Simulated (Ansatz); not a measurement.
# What Y3GaC (Pm-3m) distorts into, part 2 of 2

Aim: this structure of Y3GaC (Pm-3m) is to be tested for unstable modes, and one is followed downhill.

Ansatz 0.2.0; DFT PBEsol, scalar-relativistic, plane waves, PAW; PAW set soft_1.

So far, highest frequency on the path or at a solved wavevector (cm⁻¹): step 2 (the dispersion) 528. Also lowest frequency on the path (cm⁻¹): step 2 -44.2.

## 5. Energy along the mode, all amplitudes (two of the runs are shown above)

An imaginary frequency means negative curvature, so the energy should fall and then rise again as anharmonic terms take over.

Numbers from this step:

```yaml
depth_at_the_lowest_point_sampled: 6.503 meV/atom
largest_atomic_shift_at_that_point: 0.32 Å
```

The energy from the parent by largest atomic shift:

| largest atomic shift (Å) | energy from the parent (meV/atom) |
| --- | --- |
| 0.000 | 0 |
| 0.040 | -0.202 |
| 0.080 | -0.788 |
| 0.140 | -2.23 |
| 0.220 | -4.58 |
| 0.320 | -6.50 |
| 0.450 | -2.47 |
| 0.600 | 22.2 |

Displacement at unit largest shift by atom:

| atom | x (Å) | y (Å) | z (Å) | size |
| --- | --- | --- | --- | --- |
| Y1 | 0.00 | 0.00 | 0.00 | 0.00 |
| Y2 | 0.00 | 0.00 | 0.00 | 0.00 |
| Y3 | 1.00 | 0.00 | 0.00 | 1.00 |
| Y4 | -1.00 | 0.00 | 0.00 | 1.00 |
| Y5 | 0.00 | 0.00 | -1.00 | 1.00 |
| Y6 | 0.00 | 0.00 | 1.00 | 1.00 |
| Ga7 | 0.00 | 0.00 | 0.00 | 0.00 |
| Ga8 | 0.00 | 0.00 | 0.00 | 0.00 |
| C9 | 0.00 | 0.00 | 0.00 | 0.00 |
| C10 | 0.00 | 0.00 | 0.00 | 0.00 |

The lowest of the steps tried is at 0.32 Å, 6.50 meV/atom below the parent; the bottom of the well need not coincide with a step.

## 6. Relaxing from the distorted cell

Starting from the lowest point found, all atoms and the cell are let go, so that strain and other modes of the same symmetry can join in.

Input file input.yaml:

```yaml
crystal:
  lattice:
    - [4.8062686968, 4.8062686968, 0.0]
    - [4.8062686968, 0.0, 4.8062686968]
    - [4.8062686968, 0.0, -4.8062686968]
  atoms:
    - { symbol: "Y", position: [0.0, 1.0, 0.5] }
    - { symbol: "Y", position: [0.0, 0.5, 0.0] }
    - { symbol: "Y", position: [0.5, 0.0332898575, 1.0332898575] }
    - { symbol: "Y", position: [0.5, 0.4667101425, 0.4667101425] }
    - { symbol: "Y", position: [0.5, -0.0332898575, 0.5332898575] }
    - { symbol: "Y", position: [0.5, 0.5332898575, -0.0332898575] }
    - { symbol: Ga, position: [0.0, 0.5, 0.5] }
    - { symbol: Ga, position: [0.0, 0.0, 0.0] }
    - { symbol: C, position: [0.5, 0.25, 0.75] }
    - { symbol: C, position: [0.5, 0.75, 0.25] }
kpoints:
  mp_grid: { grid: [8, 8, 8] }
hamiltonian:
  xc: pbesol
  pseudopotentials: { kind: paw, azcp: { folder: soft_1 }, xc_functional: pbe }
scf:
  occupations: { method: methfessel_paxton, width: 0.2 }
output:
  forces: true
  stress: true
  eigenvalues: true
relax:
  adjacent_minimum: "off"
  f_tol: 0.002
  max_steps: 120
  cell: { stress_tol: 0.03 }
```

Command:

```console
ansatz run input.yaml --threads 4 --pin off --max-ram 10240MiB --backend cpu --events-out ev --progress --plain --runs-dir out
```

Numbers of over 12 decimals in the logs are rounded to 6 here.

The program printed:

```text
[...]
Crystal: 10 atoms, lattice volume = 222.052 Å³
Basis set: ecut = 420 eV, 4285 PW (Γ), exchange–correlation on 96×96×96 points (8 copies of the dense FFT grid, shifted against one another)
Bands: 60, of which v1, the nominal top of the filled ones, is band 50 counted from 1 (49 counted from 0)
Symmetry: 16 space group operations
[...]
k-points: 59 of 512
[...]
SCF iter   1: F=—  HF=-30759.817288 eV  |F-HF|=—  |Δ(HF+E_count)|=         —  Δρ=5.85e-2  dr2=1.83e1  ethr=3.10e-3  ⟨swp⟩=5.6  Hψ=13594  notcnv=0
[...]
SCF iter  10: F=-30755.597364 eV  HF=-30755.597364 eV  |F-HF|=1.14e-9  |Δ(HF+E_count)|=   1.84e-8  S|Δr|=    0.00e0  Δρ=1.37e-6  dr2=3.30e-9  ethr=1.00e-10  ⟨swp⟩=11.8  Hψ=13691  notcnv=0
SCF 1 converged in 10 iterations: F = -30755.597364 eV  dr2 = 3.30e-9
[...]
relax step   1: F+E_penalty+E_count = -30755.59736429 eV  Δ(F+E_penalty+E_count) = +0.000e0 eV  max|allowed force component| = 1.666e-2 eV/Å  Δτ_max = 0.0000 Å  P = -0.346 GPa  Ω = 222.052 Å³  (10 SCF iters, dr2 threshold 1.00e-7 eV, accepted)
Crystal: 10 atoms, lattice volume = 219.965 Å³
Basis set: ecut = 420 eV, 4305 PW (Γ), exchange–correlation on 96×96×96 points (8 copies of the dense FFT grid, shifted against one another)
[...]
SCF iter   6: F=-30755.601371 eV  HF=-30755.601371 eV  |F-HF|=3.84e-7  |Δ(HF+E_count)|=   2.20e-6  S|Δr|=    0.00e0  Δρ=1.12e-5  dr2=3.07e-7  ethr=1.00e-9  ⟨swp⟩=4.1  Hψ=14619  notcnv=0
SCF 2 converged in 6 iterations: F = -30755.601371 eV  dr2 = 3.07e-7
relax step   2: F+E_penalty+E_count = -30755.60137053 eV  Δ(F+E_penalty+E_count) = -4.006e-3 eV  max|allowed force component| = 3.293e-2 eV/Å  Δτ_max = 0.0161 Å  P = +0.413 GPa  Ω = 219.965 Å³  energy of the carried Pulay correction = +4.614e-4 eV  (6 SCF iters, dr2 threshold 1.00e-6 eV, accepted)
Crystal: 10 atoms, lattice volume = 220.996 Å³
[...]
SCF iter   6: F=-30755.604599 eV  HF=-30755.604599 eV  |F-HF|=1.53e-7  |Δ(HF+E_count)|=   5.26e-7  S|Δr|=    0.00e0  Δρ=6.70e-6  dr2=6.36e-8  ethr=1.00e-9  ⟨swp⟩=5.4  Hψ=12501  notcnv=0
SCF 3 converged in 6 iterations: F = -30755.604599 eV  dr2 = 6.36e-8
relax step   3: F+E_penalty+E_count = -30755.60459870 eV  Δ(F+E_penalty+E_count) = -3.228e-3 eV  max|allowed force component| = 1.587e-2 eV/Å  Δτ_max = 0.0041 Å  P = +0.005 GPa  Ω = 220.996 Å³  energy of the carried Pulay correction = +2.329e-4 eV  (6 SCF iters, dr2 threshold 1.00e-6 eV, accepted)
[...]
relax step   4: F+E_penalty+E_count = -30755.60504024 eV  Δ(F+E_penalty+E_count) = -4.415e-4 eV  max|allowed force component| = 1.097e-3 eV/Å  Δτ_max = 0.0129 Å  P = -0.003 GPa  Ω = 220.954 Å³  energy of the carried Pulay correction = +2.422e-4 eV  (7 SCF iters, dr2 threshold 1.57e-8 eV, accepted)
[...]
SCF iter   5: F=-30755.604826 eV  HF=-30755.604826 eV  |F-HF|=3.64e-12  |Δ(HF+E_count)|=  9.46e-11  S|Δr|=    0.00e0  Δρ=1.22e-7  dr2=2.45e-11  ethr=1.00e-12  ⟨swp⟩=4.4  Hψ=11397  notcnv=0
SCF 5 converged in 5 iterations: F = -30755.604826 eV  dr2 = 2.45e-11
relax step   5: F+E_penalty+E_count = -30755.60482564 eV  Δ(F+E_penalty+E_count) = +2.146e-4 eV  max|allowed force component| = 1.096e-3 eV/Å  Δτ_max = 0.0000 Å  P = -0.004 GPa  Ω = 220.954 Å³  stress off target by 6.03e-3 GPa  SCF on the basis re-selected at this cell (its energy is not comparable with the rows above)  (5 SCF iters)
basis re-selected at this cell: Δ(F+E_penalty+E_count) = +2.146e-4 eV, ΔP = -0.001 GPa vs the last step (what re-selecting the basis moved, of the pressure what is left beyond the Pulay correction that the steps carried, after the strain that the cell walked since its last selection, with what the two solves' SCF thresholds leave and, on support functions, any second-order correction that the steps lacked; it is no m [...]
SCF converged after 5 iterations
[...]
Free energy (F): -30755.604826 eV
[...]
Internal energy: -30755.622349 eV  (E = F + TS)
E sigma→0 (E₀):  -30755.609207 eV
Entropy (-TS):   0.017524 eV (1.752 meV/atom)
Fermi energy:    10.235120 eV
[...]
--- Forces (eV/Å), atoms counted from 1 ---
  atom   1  Y      0.00000000     0.00000000     0.00000000
  atom   2  Y     -0.00000000     0.00000000    -0.00000000
  atom   3  Y      0.00109611     0.00000000     0.00000000
  atom   4  Y     -0.00109611     0.00000000     0.00000000
  atom   5  Y      0.00000000     0.00000000    -0.00109611
  atom   6  Y      0.00000000     0.00000000     0.00109611
  atom   7  Ga     0.00000000     0.00000000     0.00000000
  atom   8  Ga     0.00000000     0.00000000     0.00000000
  atom   9  C      0.00000000     0.00000000     0.00000000
  atom  10  C      0.00000000     0.00000000    -0.00000000
  max |Σ_I F_I| component: 7.57e-29 eV/Å
--- Stress (GPa, compression-positive) ---
       -0.006031      -0.000000       0.000000
        0.000000      -0.001273       0.000000
        0.000000       0.000000      -0.006031
  P = ⅓ Tr σ = -0.0044 GPa (-0.044 kbar)
--- Band table (eV; the first three rows and the last of 59) ---
  k-point 0: bands = [... 46 lower, 9.8264, 9.9268, 9.9580, 10.4436, 10.4436, 10.5030, 11.3020, 11.3020, ... 6 higher]
  k-point 1: bands = [... 46 lower, 9.8315, 10.0077, 10.0264, 10.2155, 10.4126, 10.4600, 11.3565, 11.3612, ... 6 higher]
  k-point 2: bands = [... 46 lower, 9.7132, 9.7515, 9.8981, 9.9408, 10.5409, 10.5620, 11.4581, 11.4991, ... 6 higher]
  k-point 58: bands = [... 46 lower, 9.5446, 9.5446, 9.8139, 9.8139, 10.9080, 11.2193, 12.0105, 12.0105, ... 6 higher]
--- Relaxed structure (4 steps of the walk, 4 accepted, 1 SCFs on fresh bases) ---
  F+E_penalty+E_count = -30755.60482564 eV   max|allowed force component| = 1.096e-3 eV/Å   (the final SCF, on the basis selected at the relaxed cell)
  cell:  # Å, volume = 220.9538 Å³
    - [4.783563, 4.828012, 0]
    - [4.783563, 0, 4.783563]
    - [4.783563, 0, -4.783563]
  atoms:
    - { symbol: Y, position: [0, 1.0, 0.5] }
    - { symbol: Y, position: [0, 0.5, 0.0] }
    - { symbol: Y, position: [0.5, 0.036742, 1.036742] }
    - { symbol: Y, position: [0.5, 0.463258, 0.463258] }
    - { symbol: Y, position: [0.5, -0.036742, 0.536742] }
    - { symbol: Y, position: [0.5, 0.536742, -0.036742] }
    - { symbol: Ga, position: [0, 0.5, 0.5] }
    - { symbol: Ga, position: [0, 0, 0] }
    - { symbol: C, position: [0.5, 0.25, 0.75] }
    - { symbol: C, position: [0.5, 0.75, 0.25] }
```

Elapsed: 65 s, on 4 threads of Intel Xeon Platinum 8488C (Sapphire Rapids), shared host; peak memory 1.1 GiB.

The steps of the relaxation:

| step | energy less that of the first step (eV) | largest force component (eV/Å) | pressure (GPa) | volume (Å³) |
| --- | --- | --- | --- | --- |
| 1 | 0.0000 | 0.0167 | -0.35 | 222.05 |
| 2 | -0.0040 | 0.0329 | 0.41 | 219.96 |
| 3 | -0.0072 | 0.0159 | 0.01 | 221.00 |
| 4 | -0.0077 | 0.0011 | 0.00 | 220.95 |
| 5* | -0.0075 | 0.0011 | 0.00 | 220.95 |

Relaxation steps marked * repeat the geometry before them on a plane-wave basis chosen anew for their cell, so energy and pressure can jump there.

The run keeps the 16 symmetry operations that it works with, so distortions that break them were not tested.

| conventional cell, symmetrised | before | after | change |
| --- | --- | --- | --- |
| a (Å) | 6.797 | 6.765 | -0.5 % |
| b (Å) | 6.797 | 6.765 | -0.5 % |
| c (Å) | 9.613 | 9.656 | +0.5 % |
| volume (Å³/atom) | 22.21 | 22.10 | -0.5 % |

The atoms that moved most (Å, as changes of fractional coordinates times the final cell):

| atom | dx | dy | dz | length |
| --- | --- | --- | --- | --- |
| Y4 | -0.033 | 0.000 | 0.000 | 0.033 |
| Y6 | 0.000 | 0.000 | 0.033 | 0.033 |
| Y5 | 0.000 | 0.000 | -0.033 | 0.033 |
| Y3 | 0.033 | 0.000 | 0.000 | 0.033 |

Final coordinates:

```xyz
10
Lattice="4.7836 4.8280 0.0000 4.7836 0.0000 4.7836 4.7836 0.0000 -4.7836" Properties=species:S:1:pos:R:3 pbc="T T T"
Y     7.1753    0.0000    2.3918
Y     2.3918    0.0000    2.3918
Y     7.5269    2.4140   -4.7836
Y     6.8238    2.4140    0.0000
Y     4.7836    2.4140   -2.7433
Y     4.7836    2.4140    2.7433
Ga    4.7836    0.0000    0.0000
Ga    0.0000    0.0000    0.0000
C     7.1753    2.4140   -2.3918
C     7.1753    2.4140    2.3918
```

Numbers from this step:

- pressure: -0.004445 GPa
- volume per atom: 22.10 Å³

The distorted start has space group I4/mcm; the relaxation ends in I4/mcm.

## 7. The new phase in its own primitive cell

The relaxed structure is symmetrised, reduced to its primitive cell and relaxed tightly, as its phonons need.

input.yaml, the sections that differ from step 6:

```yaml
crystal:
  lattice:
    - [-3.382490029, 3.382490029, 4.8280120543]
    - [3.382490029, -3.382490029, 4.8280120543]
    - [3.382490029, 3.382490029, -4.8280120543]
  atoms:
    - { symbol: "Y", position: [0.25, 0.25, 0.0] }
    - { symbol: "Y", position: [0.75, 0.75, 0.0] }
    - { symbol: "Y", position: [0.7132580079, 0.2132580079, 0.9265160158] }
    - { symbol: "Y", position: [0.2867419921, 0.7867419921, 0.0734839842] }
    - { symbol: "Y", position: [0.2132580079, 0.2867419921, 0.5] }
    - { symbol: "Y", position: [0.7867419921, 0.7132580079, 0.5] }
    - { symbol: Ga, position: [0.25, 0.75, 0.5] }
    - { symbol: Ga, position: [0.75, 0.25, 0.5] }
    - { symbol: C, position: [0.0, 0.0, 0.0] }
    - { symbol: C, position: [0.5, 0.5, 0.0] }
relax:
  adjacent_minimum: "off"
  f_tol: 0.001
  max_steps: 60
  cell: { stress_tol: 0.01 }
# kpoints, hamiltonian, scf, output: as in step 6
```

The program printed:

```text
[...]
Crystal: 10 atoms, lattice volume = 220.954 Å³
Basis set: ecut = 420 eV, 4305 PW (Γ), exchange–correlation on 96×96×96 points (8 copies of the dense FFT grid, shifted against one another)
Bands: 60, of which v1, the nominal top of the filled ones, is band 50 counted from 1 (49 counted from 0)
Symmetry: 16 space group operations
[...]
k-points: 59 of 512
[...]
- { symbol: Y, position: [0.7132580079, 0.2132580079, 0.926516] }
    - { symbol: Y, position: [0.2867419921, 0.786742, 0.073484] }
    - { symbol: Y, position: [0.213258, 0.2867419921, 0.5] }
    - { symbol: Y, position: [0.7867419921, 0.7132580079, 0.5] }
    - { symbol: Ga, position: [0.250000, 0.750000, 0.500000] }
    - { symbol: Ga, position: [0.750000, 0.250000, 0.500000] }
    - { symbol: C, position: [0.0, 0.0, 0.0] }
    - { symbol: C, position: [0.5, 0.5, 0.0] }
[key lines of the parts left out:]
SCF converged after 5 iterations
Free energy (F): -30755.604826 eV
Fermi energy:    10.235120 eV
P = ⅓ Tr σ = -0.0044 GPa (-0.044 kbar)
```

Elapsed: 24 s, on 4 threads; peak memory 1.1 GiB; 92 s of CPU time.

Little changed from the start: no atom moved by 0.005 Å and no cell edge by 0.1 %.

The largest force component left is 0.77 meV/Å and the pressure is -0.004 GPa, within the tolerances set. The cell now holds 22.10 Å³/atom.

## 8. Modes of the new phase

A relaxed structure may still be a saddle point, so its zone-centre modes are computed. No field response is asked, since the mesh shows no gap.

Changes to input.yaml since step 7:

```diff
@@ -24,9 +24,4 @@
 output:
-  forces: true
-  stress: true
   eigenvalues: true
-relax:
-  adjacent_minimum: "off"
-  f_tol: 0.001
-  max_steps: 60
-  cell: { stress_tol: 0.01 }
+phonons:
+  method: dfpt
```

The program printed:

```text
[...]
Crystal: 10 atoms, lattice volume = 220.954 Å³
Basis set: ecut = 420 eV, 4305 PW (Γ), exchange–correlation on 96×96×96 points (8 copies of the dense FFT grid, shifted against one another)
Bands: 60, of which v1, the nominal top of the filled ones, is band 50 counted from 1 (49 counted from 0)
Symmetry: 16 space group operations
k-points: 260 of 512 (irreducible under 1 space group operation, time reversal used)
[...]
SCF iter   1: F=—  HF=-30759.838126 eV  |F-HF|=—  |Δ(HF+E_count)|=         —  Δρ=5.88e-2  dr2=1.83e1  ethr=3.10e-3  ⟨swp⟩=5.5  Hψ=58907  notcnv=0
[...]
SCF iter  13: F=-30755.604826 eV  HF=-30755.604826 eV  |F-HF|=0.00e0  |Δ(HF+E_count)|=    0.00e0  S|Δr|=    0.00e0  Δρ=4.05e-8  dr2=5.40e-12  ethr=1.00e-12  ⟨swp⟩=13.4  Hψ=74462  notcnv=0
SCF 1 converged in 13 iterations: F = -30755.604826 eV  dr2 = 5.40e-12
[...]
DFPT response loops at Γ: preconditioner auto → Kerker (q_TF=auto, 2.391 Å⁻¹) (partly filled bands, converged f_vac=0.000); β = 1.00, the filter's whole step (`scf.mixing.beta` (0.50) is not read by the response loops under this deck's `scf.mixing.preconditioner`; to damp them name `kerker` or `kerker_dos`, under which they read `scf.mixing.beta`, and type it under 1.00, their step now; both keys bind the ground state too); Broyden in place of MSR1
the response loops of the zone centre start from zero, take more passes and end by a threshold: the memory limit or budget leaves too little room for the subspace of the ground state's own states beside the solves, or none could be made (phonons.method)
SCF converged after 13 iterations
[...]
Free energy (F): -30755.604826 eV
[...]
Internal energy: -30755.622349 eV  (E = F + TS)
E sigma→0 (E₀):  -30755.609207 eV
Entropy (-TS):   0.017524 eV (1.752 meV/atom)
Fermi energy:    10.235120 eV
[...]
--- Band table (eV; the first three rows and the last of 260) ---
  k-point 0: bands = [... 46 lower, 9.8264, 9.9268, 9.9580, 10.4436, 10.4436, 10.5030, 11.3020, 11.3020, ... 6 higher]
  k-point 1: bands = [... 46 lower, 9.8896, 9.9159, 10.0035, 10.2183, 10.3659, 10.3897, 11.0770, 11.5928, ... 6 higher]
  k-point 2: bands = [... 46 lower, 9.5999, 9.8262, 9.8843, 10.1656, 10.2945, 10.4259, 11.1969, 11.7928, ... 6 higher]
  k-point 259: bands = [... 46 lower, 9.5446, 9.5446, 9.8139, 9.8139, 10.9080, 11.2193, 12.0105, 12.0105, ... 6 higher]
--- Phonons (Γ-DFPT): 8 representative perturbations + reference, on 260 of 512 k-points (Σ response iterations 61) ---
  k mesh reduced under 1 symmetry operation, with k and −k counted as one. Each operation leaves every solved perturbation unchanged. A smaller set is not used because it would not reduce the number of displacements times k-points to solve
  ASR residual: 2.481e-5 → 0.000e0 eV/Å²; symmetrization residual: 1.335e-5 eV/Å²
  ASR residual per site (eV/Å²): 6.64e-6 6.64e-6 1.23e-5 1.23e-5 1.23e-5 1.23e-5 2.48e-5 2.48e-5 9.31e-6 9.31e-6
  Γ frequencies (cm⁻¹): -29.16 -29.16 0.00 0.00 0.00 62.41 99.45 99.45 104.41 104.41 107.16 107.16 107.44 108.31 118.25 159.59 159.59 170.16 182.59 184.49 197.55 200.05 200.05 275.30 333.09 343.43 343.43 501.84 501.84 503.66
  non-analytic LO–TO correction: not included (Born effective charges unavailable; polar crystals: no LO–TO splitting at Γ)
```

Elapsed: 32 min, on 4 threads; peak memory 8.2 GiB; 2.1 h of CPU time.

This step gave:

```yaml
sum_rule_residual_before_enforcement: 2.48e-5 eV/Å²
point_group: 4/mmm
highest_optical_mode_at_the_zone_centre_no_lo_to_term: 503.7 cm⁻¹
lowest_optical_zone_centre_mode: -29.16 cm⁻¹
```

Patterns of degenerate modes are one choice out of their space. The modes at Γ (shares of kinetic energy by element, %) (negative means imaginary):

| mode | frequency (cm⁻¹) | symmetry | Y % | Ga % | C % |
| --- | --- | --- | --- | --- | --- |
| 1 | -29.2 | Eg | 99 | 1 | 0 |
| 2 | -29.2 | Eg | 99 | 1 | 0 |
| 3 | 0.0 | acoustic | 77 | 20 | 3 |
| 4 | 0.0 | acoustic | 77 | 20 | 3 |
| 5 | 0.0 | acoustic | 77 | 20 | 3 |
| 6 | 62.4 | A1g | 100 | 0 | 0 |
| 7 | 99.5 | Eu | 88 | 12 | 0 |
| 8 | 99.5 | Eu | 88 | 12 | 0 |
| 9 | 104.4 | Eg | 1 | 99 | 0 |
| 10 | 104.4 | Eg | 1 | 99 | 0 |
| 11 | 107.2 | Eu | 32 | 68 | 0 |
| 12 | 107.2 | Eu | 32 | 68 | 0 |
| 13 | 107.4 | B1u | 100 | 0 | 0 |
| 14 | 108.3 | A2u | 21 | 79 | 0 |
| 15 | 118.2 | B2g | 1 | 99 | 0 |
| 16 | 159.6 | Eg | 100 | 0 | 0 |
| 17 | 159.6 | Eg | 100 | 0 | 0 |
| 18 | 170.2 | B2g | 99 | 1 | 0 |
| 19 | 182.6 | B1g | 100 | 0 | 0 |
| 20 | 184.5 | A2g | 100 | 0 | 0 |
| 21 | 197.6 | A2u | 98 | 0 | 2 |
| 22 | 200.1 | Eu | 98 | 0 | 2 |
| 23 | 200.1 | Eu | 98 | 0 | 2 |
| 24 | 275.3 | A2g | 100 | 0 | 0 |
| 25 | 333.1 | A2u | 4 | 1 | 95 |
| 26 | 343.4 | Eu | 6 | 0 | 94 |
| 27 | 343.4 | Eu | 6 | 0 | 94 |
| 28 | 501.8 | Eu | 0 | 0 | 100 |
| 29 | 501.8 | Eu | 0 | 0 | 100 |
| 30 | 503.7 | A1u | 0 | 0 | 100 |

Displacements in mode 2 (-29.2 cm⁻¹), the largest set to 1:
```
Y1   0.18  1.00  0.00
Y2  -0.18 -1.00  0.00
Y3   0.00  0.00  0.56
Y4   0.00  0.00 -0.56
Y5   0.00  0.00 -0.81
Y6   0.00  0.00  0.81
Ga7 -0.03  0.18  0.00
Ga8  0.03 -0.18  0.00
C9   0.00  0.00  0.00
C10  0.00  0.00  0.00
```

Displacements in mode 30 (503.7 cm⁻¹), the largest set to 1:
```
Y1   0.00  0.00  0.00
Y2   0.00  0.00  0.00
Y3   0.00  0.00  0.00
Y4   0.00  0.00  0.00
Y5   0.00  0.00  0.00
Y6   0.00  0.00  0.00
Ga7  0.00  0.00  0.00
Ga8  0.00  0.00  0.00
C9   0.00  0.00  1.00
C10  0.00  0.00 -1.00
```

Before it was imposed, the acoustic sum rule was missed by 2.5e-5 eV/Å². Small misses are needed for a sound result but don't prove that mesh and cutoff are converged. The lowest optical mode is imaginary, 29.2i cm⁻¹, so the energy falls along it.

## 9. What came out

```
unstable mode of the parent                                                      : q = (-0.5, -0.5, -0.5), 44i cm⁻¹
depth at the lowest point sampled                                                : 6.50 meV/atom
largest atomic shift at that point                                               : 0.32 Å
space group reached (within 0.01 Å)                                              : I4/mcm
energy gained over the parent (first relaxation, on the mesh of the frozen mode) : 7.23 meV/atom
volume per atom, phase reached                                                   : 22.1 Å³
lowest optical zone-centre mode, phase reached                                   : -29.2 cm⁻¹
highest optical mode at the zone centre (no LO-TO term), phase reached           : 504 cm⁻¹
```

In words: Along this mode the structure falls into I4/mcm, 7.23 meV/atom below the parent. At the parent's cell the well is 6.503 meV/atom deep on the steps tried, with its lowest point at a shift of 0.32 Å. Relaxing atoms and cell changes the gain by +0.72 meV/atom against the lowest step (energies at zero smearing). The new phase still has an imaginary mode at the zone centre of its cell, so it is a saddle point on the way to a lower structure. Of the 4 patterns followed to their end from this parent, this one ends 2.31 meV/atom above the lowest, R-3c. Each path keeps the symmetry of its pattern, so a lower phase may lie along a pattern not tried. With no gap, or one that is small against the smearing, the frequencies hang on the k mesh and the smearing, most of all near Kohn anomalies. The PAW files were made for PBE and serve the other functionals too.

[Logs are printed without paths, hosts, clocks, repeated set-up lines and the standing remarks that a program may print on its own settings, such as how far it seeks lower states.]

[Hosts, paths, dates, database ids (printed as entryN), source tags and the programs' standing remarks are cut or masked in the printed files.]
